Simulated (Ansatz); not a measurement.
# CdNi2N2: relaxing a made-up structure, part 2 of 2

Starting from a made-up structure for CdNi2N2, the aim is the relaxed cell, its shortest contacts and, where a second run follows, its electronic structure.

Ansatz 0.2.0; DFT, PBEsol, plane-wave PAW, files of the set soft_1, scalar-relativistic, ferromagnetic start, cell and ions relaxed at zero pressure; PAW set soft_1 (the session's first sound run).

So far: The structure; Relaxing cell and atoms. The relaxed cell has a = 3.780, c = 9.181 Å (conventional setting).

**3. Bands of the relaxed cell**

With the geometry fixed, one more self-consistent run, with a narrower smearing and the mesh shown in its input, gives the bands, and its pressure, and its forces where symmetry allows any, show how far the geometry depends on these settings.

This step: DFT, PBEsol, plane-wave PAW, files of the set soft_1, scalar-relativistic, no spin, bands and density of states at the relaxed cell; PAW set soft_1 (Ansatz 0.2.0).

input.yaml

```yaml
crystal:
  lattice:
    - [-1.8900262884, 1.8900262884, 4.5906660011]
    - [1.8900262884, -1.8900262884, 4.5906660011]
    - [1.8900262884, 1.8900262884, -4.5906660011]
  atoms:
    - { symbol: Cd, position: [0.0, 0.0, 0.0] }
    - { symbol: Ni, position: [0.25, 0.75, 0.5] }
    - { symbol: Ni, position: [0.75, 0.25, 0.5] }
    - { symbol: "N", position: [0.2328466784, 0.2328466784, 0.0] }
    - { symbol: "N", position: [0.7671533216, 0.7671533216, 0.0] }
kpoints:
  mp_grid: { grid: [12, 12, 12] }
  band_path:
    path:
      - [[0.0, 0.0, 0.0], [0.5, -0.5, 0.0], [0.5, -0.5, 0.08475285], [0.29237642, -0.29237642, 0.29237642], [0.0, 0.0, 0.0], [0.5, 0.5, -0.5], [0.70762358, 0.29237642, -0.29237642], [0.5, 0.0, 0.0], [0.75, -0.25, -0.25], [0.91524715, 0.08475285, -0.5], [0.5, 0.5, -0.5]]
      - [[0.5, -0.5, 0.0], [0.75, -0.25, -0.25]]
    npoints: 7
scf:
  occupations: { method: fermi_dirac, width: 0.03 }
  n_extra_bands: 9
hamiltonian:
  xc: pbesol
  pseudopotentials: { kind: paw, azcp: { folder: soft_1 }, xc_functional: pbe }
output:
  forces: true
  stress: true
  write_bands: true
  dos: { projected: true }
  write_density: true
  write_potential: true
  elf: true
  volumetric_format: npy
```

The run is started by

```sh
> ansatz run input.yaml --threads 4 --pin off --max-ram 8192MiB --backend cpu --events-out ev --progress --plain --runs-dir out
```

Numbers of over 12 decimals in the logs are rounded to 6 here.

The log of the run:

```text
[...]
Crystal: 5 atoms, lattice volume = 65.595 Å³
Basis set: ecut = 420 eV, 1267 PW (Γ), exchange–correlation on 72×72×72 points (8 copies of the dense FFT grid, shifted against one another)
Bands: 42, of which v1, the nominal top of the filled ones, is band 33 counted from 1 (32 counted from 0)
Symmetry: 16 space group operations
[...]
k-points: 163 of 1728
[...]
SCF iter   1: F=—  HF=-20550.269588 eV  |F-HF|=—  |Δ(HF+E_count)|=         —  Δρ=1.05e-1  dr2=5.12e0  ethr=3.10e-3  ⟨swp⟩=5.8  Hψ=24472  notcnv=0
[...]
SCF iter   9: F=-20549.029439 eV  HF=-20549.029439 eV  |F-HF|=4.90e-8  |Δ(HF+E_count)|=   6.87e-8  Δρ=1.19e-5  dr2=5.83e-8  ethr=1.52e-10  ⟨swp⟩=14.0  Hψ=47951  notcnv=0
SCF 1 converged in 9 iterations: F = -20549.029439 eV  dr2 = 5.83e-8
[...]
NSCF: frozen V_eff on 79 k-points
SCF converged after 9 iterations
Free energy (F): -20549.029439 eV
[...]
Internal energy: -20549.022025 eV  (E = F + TS)
E sigma→0 (E₀):  -20549.025732 eV
Entropy (-TS):   -0.007413 eV (-1.483 meV/atom)
Fermi energy:    12.192707 eV
[...]
--- Forces (eV/Å), atoms counted from 1 ---
  atom   1  Cd     0.00000000     0.00000000     0.00000000
  atom   2  Ni    -0.00000000     0.00000000     0.00000000
  atom   3  Ni     0.00000000    -0.00000000     0.00000000
  atom   4  N      0.00000000     0.00000000     0.01610965
  atom   5  N      0.00000000     0.00000000    -0.01610965
  max |Σ_I F_I| component: 4.23e-18 eV/Å
--- Stress (GPa, compression-positive) ---
       -0.015525       0.000000       0.000000
        0.000000      -0.015525       0.000000
        0.000000       0.000000       0.025767
  P = ⅓ Tr σ = -0.0018 GPa (-0.018 kbar)
--- Band table (eV; the first three rows and the last of 163) ---
  k-point 0: bands = [... 29 lower, 10.7542, 11.0687, 11.1191, 11.1191, 11.1729, 12.3930, 12.9157, 18.4952, ... 5 higher]
  k-point 1: bands = [... 29 lower, 10.7630, 10.7986, 11.1494, 11.4860, 11.7261, 12.6134, 13.0597, 17.4005, ... 5 higher]
  k-point 2: bands = [... 29 lower, 10.7328, 10.9800, 11.2999, 11.8268, 12.7630, 13.2000, 13.3761, 15.9409, ... 5 higher]
  k-point 162: bands = [... 29 lower, 10.7332, 10.7592, 11.0686, 11.1577, 11.1577, 12.3435, 14.1880, 17.1374, ... 5 higher]
```

Wall time 8.8 s (4 threads of Arm Neoverse V2, shared host); peak memory 0.62 GiB.

Reading the cycles: dr2 is the Hartree energy of the density residual (eV), the measure of convergence; HF is the Harris–Foulkes estimate of the energy, which meets the free energy F at convergence.

This step gave:

```yaml
free_energy: -20549.0294 eV
energy_at_zero_smearing: -20549.0257 eV
smearing_term_ts: 0.007413 eV
fermi_energy: 12.19 eV
pressure: -0.001761 GPa
```

From bands.tsv, the bands that come nearest the Fermi level along the path, at its corners, in eV from the Fermi level:

```tsv
point	band 30	band 31	band 32	band 33	band 34	band 35	band 36	band 37
Γ	-1.44	-1.12	-1.07	-1.07	-1.02	0.20	0.72	6.30
X	-1.02	-0.71	-0.08	0.14	0.33	3.39	3.51	3.90
Y	-1.00	-0.82	-0.82	0.26	1.03	3.21	3.24	3.89
S	-1.09	-0.59	-0.48	-0.31	0.42	0.52	2.21	2.90
Γ	-1.44	-1.12	-1.07	-1.07	-1.02	0.20	0.72	6.30
Z	-1.46	-1.43	-1.12	-1.03	-1.03	0.15	2.00	4.94
S1	-1.09	-0.59	-0.48	-0.31	0.42	0.52	2.21	2.90
N	-0.57	-0.57	-0.52	-0.48	0.45	0.55	2.08	2.68
P	-0.97	-0.97	-0.08	0.33	1.66	1.66	3.82	3.92
Y1	-1.00	-0.82	-0.82	0.26	1.03	3.21	3.24	3.89
Z	-1.46	-1.43	-1.12	-1.03	-1.03	0.15	2.00	4.94
X	-1.02	-0.71	-0.08	0.14	0.33	3.39	3.51	3.90
P	-0.97	-0.97	-0.08	0.33	1.66	1.66	3.82	3.92
```

Counts of states for the cell as run, both spins, by energy window (eV from the Fermi level):

```
from  to  total
  -8  -7   0.73
  -7  -6   2.27
  -6  -5   5.19
  -5  -4   3.19
  -4  -3   0.66
  -3  -2   3.21
  -2  -1   7.31
  -1   0   5.42
   0   1   1.89
   1   2   2.15
   2   3   2.44
   3   4   1.14
   4   5   0.71
   5   6   0.85
```

Below -8 eV lie 38.0 more states.

Valence density in the ac plane of the conventional cell at fractional y = 0.000, with atoms of Cd and Ni and N within 0.2 Å of it. It is the smooth field of the valence electrons, not physical close to the nuclei.

Ten steps, logarithmic in the rise over the least value, from '0' (0 e/Å³) to '9' (47 e/Å³), each cell a mean:
```
77520000001367
54210000000134
21100000000011
22111122110112
43212466531234
44322699842234
33212589741223
11111244321111
00000011100000
00000000000000
00000000000000
00000000000000
00000000000000
00000000000000
00000000000000
00000112110000
22111466531122
44322699842234
44322589742234
33211244321123
21100011100111
32100000000122
65410000001246
87521000001468
```
Columns run along a (3.8 Å), rows up along c (9.2 Å), edges of the conventional cell, whose origin can differ from the input's. Atoms in or near the plane, at fractional coordinates: Cd at (0.00, 0.00), Ni at (0.50, 0.25), Ni at (0.50, 0.75), N at (0.00, 0.23), N at (0.00, 0.77).

ELF in the ac plane of the conventional cell at fractional y = 0.000, with atoms of Cd and Ni and N within 0.2 Å of it. It is the smooth field of the valence electrons, not physical close to the nuclei.

Ten even steps from '0' (0.01) to '9' (0.91), each cell a mean:
```
86432111112357
43221112111233
22211122211222
77531122212467
57841245422675
15851499722784
67841378621687
77521233211467
43211222211223
00011222211000
00001111110000
00000111100000
00000111110000
00001112111000
11111222211111
55321222211245
78631245421577
47841499722685
25851378622774
67741233212577
55421122111345
22211122111122
64321111112245
97432111112359
```
Columns run along a (3.8 Å), rows up along c (9.2 Å), edges of the conventional cell, whose origin can differ from the input's. Atoms in or near the plane, at fractional coordinates: Cd at (0.00, 0.00), Ni at (0.50, 0.25), Ni at (0.50, 0.75), N at (0.00, 0.23), N at (0.00, 0.77).

Electrostatic potential energy in the ac plane of the conventional cell at fractional y = 0.000, with atoms of Cd and Ni and N within 0.2 Å of it. With pseudopotentials it is smooth inside the atoms' cores, unlike the true potential.

Values in eV, 24 rows by 14 columns, each cell a mean:
```
-23 -19 -14  -4   8  13  14  15  14  11   3  -9 -16 -21
-14 -11  -6   4  11  13  14  15  14  13   9   0  -8 -13
  1   4   8  11  13  13  13  13  13  13  12  10   6   2
 -2   3  10  12  10   5   0  -2   2   8  12  12   8   0
-32 -24  -4   8  -1 -10  -5  -2  -8  -8   5   6 -12 -29
-36 -33 -12   3 -11  -6  13  16   7 -12  -4   0 -22 -36
-26 -16   1   7  -8  -9   7  12   1 -12  -1   7  -5 -22
  7  10  13  12   5  -5  -9  -8  -8  -1  10  13  12   9
 16  16  16  15  13  11   8   7   9  12  14  15  16  16
 16  16  16  16  15  15  14  14  14  15  15  16  16  16
 16  16  16  16  15  15  15  15  15  15  16  16  16  16
 16  16  16  16  15  15  15  15  15  15  15  16  16  16
 16  16  16  16  15  15  15  15  15  15  15  16  16  16
 16  16  16  16  15  15  15  15  15  15  16  16  16  16
 16  16  16  16  15  14  13  13  13  14  15  16  16  16
 14  15  15  14  11   5   0  -2   2   8  13  15  15  15
 -6   1  10  10  -1 -10  -5  -2  -8  -8   5  11   7  -2
-34 -27  -6   5 -11  -6  13  16   7 -12  -4   3 -15 -32
-36 -32 -11   5  -8  -9   7  12   1 -12  -1   1 -21 -35
-21 -12   4  10   5  -5  -9  -8  -8  -2   9   9  -2 -17
  5   8  11  12  12  10   8   7   9  11  12  12  10   7
 -6  -3   3   9  12  14  14  14  14  13  11   7   0  -5
-18 -15 -10   0  10  13  14  15  14  12   7  -5 -13 -17
-27 -21 -15  -6   7  12  14  15  14  11   2 -11 -17 -24
```
Columns run along a (3.8 Å; values clipped at the 3rd and 97th percentile), rows up along c (9.2 Å), edges of the conventional cell, whose origin can differ from the input's. Atoms in or near the plane, at fractional coordinates: Cd at (0.00, 0.00), Ni at (0.50, 0.25), Ni at (0.50, 0.75), N at (0.00, 0.23), N at (0.00, 0.77).

**4. What came out**

- space group, relaxed: I4/mmm
- conventional cell: a = 3.780, b = 3.780, c = 9.181 Å; α = 90.0°, β = 90.0°, γ = 90.0°
- volume per atom: 13.12 Å³ (guess 9.80)
- total moment: 0.00 μB in the cell of 5 atoms

What this shows: CdNi2N2 relaxes to I4/mmm with a = 3.780, b = 3.780 and c = 9.181 Å. The guessed volume was 25 % too small. The space group I4/mmm was held in the relaxation, so the end point is a stationary structure within it and may be a saddle against distortions or other arrangements. The moments died out from this one start and weren't seeded again at the relaxed cell. Bands cross the Fermi level, so it is a metal or semimetal at this level. On the 12×12×12 mesh with the narrower smearing (relaxed on 11×11×11) the largest force component is 0.016 eV/Å and the largest stress component is 0.026 GPa, against the relaxation's thresholds of 0.015 eV/Å and 0.05 GPa. The cutoff wasn't tested. No dispersion term is used, so weakly bound directions may come out too long. Nothing here tests whether the compound is stable against decomposition.

[Logs are printed without paths, hosts, clocks, repeated set-up lines and the standing remarks that a program may print on its own settings, such as how far it seeks lower states.]

[Hosts, paths, dates, database ids (printed as entryN), source tags and the programs' standing remarks are cut or masked in the printed files.]
